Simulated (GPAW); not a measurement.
## WS2 (Tungstenite): optical spectrum from first principles

Aim: the dielectric function of WS2 (Tungstenite), and the optical constants that follow from it. The cell comes from an older database entry, whose edges can differ from later determinations, mostly by under a per cent.

Method: DFT, PBE, plane-wave PAW (GPAW data sets), scalar-relativistic, RPA, optical limit, in GPAW 26.7.0.

The database entry behind the starting cell differs from later determinations by our own check (an axis about 1.4 % long against later determinations), so it need not match the best structure at ambient conditions.

## 1. The structure

Symmetry: P6_3/mmc, No. 194, hexagonal system. The conventional cell has a = 3.180 Å, b = 3.180 Å, c = 12.500 Å, α = 90.00°, β = 90.00°, γ = 120.00°. Nearest to W lie 6 S at 2.41 Å. S has 3 W at 2.41 Å nearest. Farther neighbours and most contacts between anions are not listed.

## 2. Ground state

First the ground state: is it a metal or has it a gap?

This step: DFT, PBE, plane-wave PAW (GPAW data sets), scalar-relativistic, ground state (GPAW 26.7.0).

Contents of gs.py:

```python
from ase import Atoms
from ase.dft.bandgap import bandgap
from gpaw import GPAW, PW, FermiDirac

atoms = Atoms(['W', 'W', 'S', 'S', 'S', 'S'],
              cell=[[3.180000000000, 0.000000000000, 0.000000000000],
                    [-1.590000000000, 2.753960784000, 0.000000000000],
                    [0.000000000000, 0.000000000000, 12.500000000000]],
              scaled_positions=[[0.666666666700, 0.333333333300, 0.750000000000],
                                [0.333333333300, 0.666666666700, 0.250000000000],
                                [0.666666666700, 0.333333333300, 0.375000000000],
                                [0.333333333300, 0.666666666700, 0.875000000000],
                                [0.666666666700, 0.333333333300, 0.125000000000],
                                [0.333333333300, 0.666666666700, 0.625000000000]],
              pbc=[True, True, True])
atoms.calc = GPAW(mode=PW(550), xc='PBE', kpts={'size': (9, 9, 2), 'gamma': True},
                  occupations=FermiDirac(0.05), maxiter=150, txt='gs.txt')
print('energy (eV)', atoms.get_potential_energy())
print('Fermi level (eV)', atoms.calc.get_fermi_level())
print('valence electrons', atoms.calc.get_number_of_electrons())
print('gap (eV)', bandgap(atoms.calc, output=None)[0])
print('direct gap (eV)', bandgap(atoms.calc, direct=True, output=None)[0])
atoms.calc.write('gs.gpw')
```

The run is started by

```bash
$ OMP_NUM_THREADS=1 python gs.py
```

Numbers of over 12 decimals in the logs are rounded to 6 here.

Log:

```text
__  _  _
 | _ |_)|_||  |
 |__||  | ||/\| - 26.7.0

Versions:
  Python: 3.12.14
  ASE:    3.29.0
  Numpy:  2.5.5
  Scipy:  1.18.1
  Libxc:  7.0.0

Input parameters:
  mode=PW(ecut=550.0),
  kpts=MonkhorstPack(size=(9, 9, 2), gamma=True),
  maxiter=150,
  occupations=Occupations(name='fermi-dirac', width=0.05, fixmagmom=False),
  xc=XC(name='PBE')

Diagonalizing LCAO Hamiltonian
Converting LCAO to pw mode

        S

           W
        S

           S
        W

           S

Atoms  # Å, Bohr magnetons
|   | symbol |         x |        y |         z |    initial magnetic moments |
| 0 |      W |  1.590000 | 0.917987 |  9.375000 | ( 0.0000,  0.0000,  0.0000) |
| 1 |      W | -0.000000 | 1.835974 |  3.125000 | ( 0.0000,  0.0000,  0.0000) |
| 2 |      S |  1.590000 | 0.917987 |  4.687500 | ( 0.0000,  0.0000,  0.0000) |
| 3 |      S | -0.000000 | 1.835974 | 10.937500 | ( 0.0000,  0.0000,  0.0000) |
| 4 |      S |  1.590000 | 0.917987 |  1.562500 | ( 0.0000,  0.0000,  0.0000) |
| 5 |      S | -0.000000 | 1.835974 |  7.812500 | ( 0.0000,  0.0000,  0.0000) |

Unit cell  # Å
| periodic |         x |        y |         z |   lengths |     angles |
|      yes |  3.180000 | 0.000000 |  0.000000 |  3.180000 |  90.000000 |
|      yes | -1.590000 | 2.753961 |  0.000000 |  3.180000 |  90.000000 |
|      yes |  0.000000 | 0.000000 | 12.500000 | 12.500000 | 120.000000 |

Number of symmetries: 12
Symmetry operations  # r_c * U_cc + t_c -> r_c
|    | kind |            matrix            |
|  0 |  σ   |  1, 1, 0,  0,-1, 0,  0, 0, 1 |
|  1 |  S6  |  1, 1, 0, -1, 0, 0,  0, 0,-1 |
|  2 |  E   |  1, 0, 0,  0, 1, 0,  0, 0, 1 |
|  3 |  C2  |  1, 0, 0, -1,-1, 0,  0, 0,-1 |
|  4 |  C2  |  0, 1, 0,  1, 0, 0,  0, 0,-1 |
|  5 |  C3  |  0, 1, 0, -1,-1, 0,  0, 0, 1 |
|  6 |  S6  |  0,-1, 0,  1, 1, 0,  0, 0,-1 |
|  7 |  σ   |  0,-1, 0, -1, 0, 0,  0, 0, 1 |
|  8 |  σ   | -1, 0, 0,  1, 1, 0,  0, 0, 1 |
|  9 |  i   | -1, 0, 0,  0,-1, 0,  0, 0,-1 |
| 10 |  C3  | -1,-1, 0,  1, 0, 0,  0, 0, 1 |
| 11 |  C2  | -1,-1, 0,  0, 1, 0,  0, 0,-1 |

BZ-sampling:
  Number of BZ points: 162
  Number of IBZ points: 24

  Monkhorst-Pack size: [9, 9, 2]
  Monkhorst-Pack shift: [0.0, 0.0, 0.25]

K-points  # in reciprocal-cell coordinates
|     |                                coordinates |     weight |
|   0 | (  0.00000000,   0.00000000,   0.00000000) | 0.00617284 |
|   1 | (  0.00000000,   0.00000000,   0.50000000) | 0.00617284 |
|   2 | (  0.11111111,   0.00000000,   0.00000000) | 0.03703704 |
|   3 | (  0.11111111,   0.00000000,   0.50000000) | 0.03703704 |
|   4 | (  0.22222222,  -0.11111111,   0.00000000) | 0.03703704 |
|   5 | (  0.22222222,  -0.11111111,   0.50000000) | 0.03703704 |
|   6 | (  0.22222222,   0.00000000,   0.00000000) | 0.03703704 |
|   7 | (  0.22222222,   0.00000000,   0.50000000) | 0.03703704 |
|   8 | (  0.33333333,  -0.11111111,   0.00000000) | 0.07407407 |
|   9 | (  0.33333333,  -0.11111111,   0.50000000) | 0.07407407 |
| ... |                                            |            |
|  23 | (  0.44444444,   0.44444444,   0.50000000) | 0.03703704 |

Plane wave coefficients: 3234
Cutoff: 550.0 eV

Spin-components: 1 (collinear spins)
Bands:           36
Projectors:      32
Spin-degeneracy: 2
Datatype:        complex128

Parallelization:
  kpt:    1
  domain: 1
  band:   1

Density:
  Valence electrons: 52.0
  Components: 1
  Grid points: [18 18 70]
  Charge: 0.0  # |e|

Potential:
  Grid points: [18 18 70]

species:
  W:
    name:    Tungsten
    id:
    Z:       74.0
    valence: 14
    core:    60
    charge:  0.0  # [|e|]
    compensation charges:
      type: gauss
      rc: 0.40  # [Å]
      lmax: 2
    cutoffs:
      filter: 2.36  # [Å]
      core: 3.02  # [Å]
    projectors
    | kind |    occ | energy [eV] | rcut [Å] |
    |   5s |  2.000 |     -78.830 |    1.344 |
    |   6s |  2.000 |      -5.697 |    1.344 |
    |   5p |  6.000 |     -43.233 |    1.355 |
    |   6p |  0.000 |      -1.367 |    1.355 |
    |   5d |  4.000 |      -4.494 |    1.228 |
    |    d |        |      22.717 |    1.228 |

    Using partial waves for W as LCAO basis

  S:
    name:    Sulfur
    id:
    Z:       16.0
    valence: 6
    core:    10
    charge:  0.0  # [|e|]
    compensation charges:
      type: gauss
      rc: 0.24  # [Å]
      lmax: 2
    cutoffs:
      filter: 1.77  # [Å]
      core: 1.66  # [Å]
    projectors
    | kind |    occ | energy [eV] | rcut [Å] |
    |   3s |  2.000 |     -17.254 |    0.974 |
    |   3p |  4.000 |      -7.008 |    0.979 |
    |    s |        |       9.957 |    0.974 |
    |    p |        |      20.203 |    0.979 |
    |    d |        |       0.000 |    0.900 |

    Using partial waves for S as LCAO basis

Reference energy: -920973.822900  # eV

eigensolver:
  PPCG
  Converge bands: occupied
  niter=2

density mixing:
  MSR1-Mixer
  Pratt-step length: 0.05
  Maximum mixing coefficient: 0.75
  Old densities: 10
  SVD Regularization: 0.005
  Good broyden scale: 1.0
  Trust region scale: 1.0
  Backstep threshold: 4.0
  History deletion threshold: 6.0
  Fourier metric: weight=20.0, sigma=0.015

occupation numbers:
  Fermi-Dirac:
    width: 0.0500  # eV

poisson solver:
  ecut: 4400.0  # eV

xc functional:
  name: PBE with 2 nearest neighbor stencil

convergence criteria:
- Maximum [total energy] change in last 3 cyles: 0.0005 eV / valence electron
- Maximum integral of absolute [dens]ity change: 0.0001 electrons / valence electron
- Maximum integral of absolute [eigenst]ate change: 4e-08 eV^2 / valence electron
maximum number of iterations: 150

SCF iterations
|iter     |      energy | eigst |  dens |
|iter:   1||  -45.033926 | +0.21 |       |
|iter:   2||  -45.022869 | -1.54 | -1.17 |
|iter:   3||  -44.808535 | -1.24 | -1.22 |
|iter:   4||  -44.485873 | -1.80 | -1.41 |
|iter:   5||  -44.444538 | -2.45 | -1.77 |
|iter:   6||  -44.447754 | -3.74 | -2.14 |
|iter:   7||  -44.447851c| -4.76 | -2.96 |
|iter:   8||  -44.447845c| -5.99 | -3.52 |
|iter:   9||  -44.447845c| -7.32 | -4.33c|
|iter:  10||  -44.447845c| -7.99c| -5.02c|

Converged in 10 steps
SCF loop duration: 54.294 s (5.429 s/step)
Energy contributions relative to reference atoms: (reference = -920973.822900)

Energy contributions:
  Kinetic:          33.646198
  Coulomb:         -37.613127
  Zero:              0.326700
  External:          0.000000
  Xc:              -40.807616
  Entropy:          -0.000001
  Spinorbit:         0.000000
  ----------------------------
  Free energy:     -44.447845
  Extrapolated:    -44.447845

dipole moment: (0.000004, 0.000006, 0.000029)  # |e|*Ang

Fermi level: 8.946
Eigenvalues  # (at kpt = [0.000, 0.000, 0.000])
| band index |      eig [eV] | occ [0-2] |
|          0 |       -65.998 |     2.000 |
|        ... |               |           |
|         18 |         4.927 |     2.000 |
|         19 |         6.149 |     2.000 |
|         20 |         6.149 |     2.000 |
|         21 |         6.192 |     2.000 |
|         22 |         6.192 |     2.000 |
|         23 |         6.876 |     2.000 |
|         24 |         7.355 |     2.000 |
|         25 |         8.446 |     2.000 |
|         26 |        10.688 |     0.000 |
|         27 |        10.688 |     0.000 |
|         28 |        10.696 |     0.000 |
|         29 |        10.696 |     0.000 |
|         30 |        10.789 |     0.000 |
|         31 |        10.789 |     0.000 |
|         32 |        10.941 |     0.000 |
|         33 |        10.941 |     0.000 |
|        ... |               |           |
|         35 |        13.282 |     0.000 |

Gap: 1.141 eV
Transition (v -> c):
  (s=0, k=0, n=25, [0.00, 0.00, 0.00]) -> (s=0, k=8, n=26, [0.33, -0.11, 0.00])
Direct/indirect transitions are different
Direct gap: 1.736 eV
Transition at: (s=0, k=12, n=25, [0.33, 0.33, 0.00])

--- standard output ---
energy (eV) -44.447845
Fermi level (eV) 8.945568
valence electrons 52.0
gap (eV) 1.141471
direct gap (eV) 1.736473
```

Elapsed: 58 s, on 1 thread of Arm Neoverse V1, shared host; peak memory 0.22 GiB.

Numbers from this step:

* energy: -44.45 eV
* Fermi energy: 8.946 eV
* gap on the k-mesh: 1.141 eV
* direct gap on the mesh: 1.736 eV
* electrons: 52

There is a gap, 1.14 eV on this mesh (points off the mesh can give less), so no carriers' term is needed.

## 3. Bands for the response

The response needs many more empty bands than the density does.

This step: DFT, PBE, plane-wave PAW (GPAW data sets), scalar-relativistic, bands at fixed density (GPAW 26.7.0).

Contents of nscf.py:

```python
from ase.dft.bandgap import bandgap
from gpaw import GPAW, FermiDirac

calc = GPAW('gs.gpw').fixed_density(kpts={'size': (12, 12, 3), 'gamma': True}, nbands=90, convergence={'bands': 84},
                                    occupations=FermiDirac(0.001), txt='nscf.txt')
print('gap (eV)', bandgap(calc, output=None)[0])
print('direct gap (eV)', bandgap(calc, direct=True, output=None)[0])
print('top band over the Fermi level (eV)', min(calc.get_eigenvalues(kpt=k)[83] for k in range(len(calc.get_ibz_k_points()))) - calc.get_fermi_level())
calc.write('full.gpw', mode='all')
```

The run is started by

```bash
$ OMP_NUM_THREADS=1 python nscf.py
```

Log:

```text
Diagonalizing LCAO Hamiltonian
Converting LCAO to pw mode
convergence criteria:
- Maximum integral of absolute [eigenst]ate change: 4e-08 eV^2 / valence electron
maximum number of iterations: 150

SCF iterations
|iter     |      energy | eigst |  dens |
|iter:   1||             | +3.52 |       |
|iter:   2||             | +2.30 |       |
|iter:   3||             | +1.35 |       |
|iter:   4||             | +0.40 |       |
|iter:   5||             | -0.41 |       |
|iter:   6||             | -1.08 |       |
|iter:   7||             | -1.68 |       |
|iter:   8||             | -2.28 |       |
|iter:   9||             | -2.87 |       |
|iter:  10||             | -3.46 |       |
|iter:  11||             | -4.02 |       |
|iter:  12||             | -4.58 |       |
|iter:  13||             | -5.12 |       |
|iter:  14||             | -5.61 |       |
|iter:  15||             | -6.09 |       |
|iter:  16||             | -6.53 |       |
|iter:  17||             | -6.87 |       |
|iter:  18||             | -7.15 |       |
|iter:  19||             | -7.37 |       |
|iter:  20||             | -7.56c|       |
SCF steps: 20
  __  _  _
 | _ |_)|_||  |
 |__||  | ||/\| - 26.7.0

Versions:
  Python: 3.12.14
  ASE:    3.29.0
  Numpy:  2.5.5
  Scipy:  1.18.1
  Libxc:  7.0.0

Input parameters:
  mode=PW(ecut=550.0),
  convergence={'bands': 84},
  gpts=array([18, 18, 70]),
  kpts=MonkhorstPack(size=(12, 12, 3), gamma=True),
  maxiter=150,
  nbands=90,
  occupations=Occupations(name='fermi-dirac', width=0.001, fixmagmom=False),
  parallel={},
  xc=XC(name='PBE')

--- standard output ---
gap (eV) 1.045064
direct gap (eV) 1.736473
top band over the Fermi level (eV) 27.762864
```

It took 9 min on 1 thread; peak memory 0.47 GiB.

This step gave:

```
gap on the k-mesh : 1.045 eV
```

(Part 1 of 2 ends here.)

[Machine, clock and banner lines and Python warnings are left out of the logs.]

[Logs are printed without paths, hosts, clocks, repeated set-up lines and the standing remarks that a program may print on its own settings, such as how far it seeks lower states.]

[Hosts, paths, dates, database ids (printed as entryN), source tags and the programs' standing remarks are cut or masked in the printed files.]
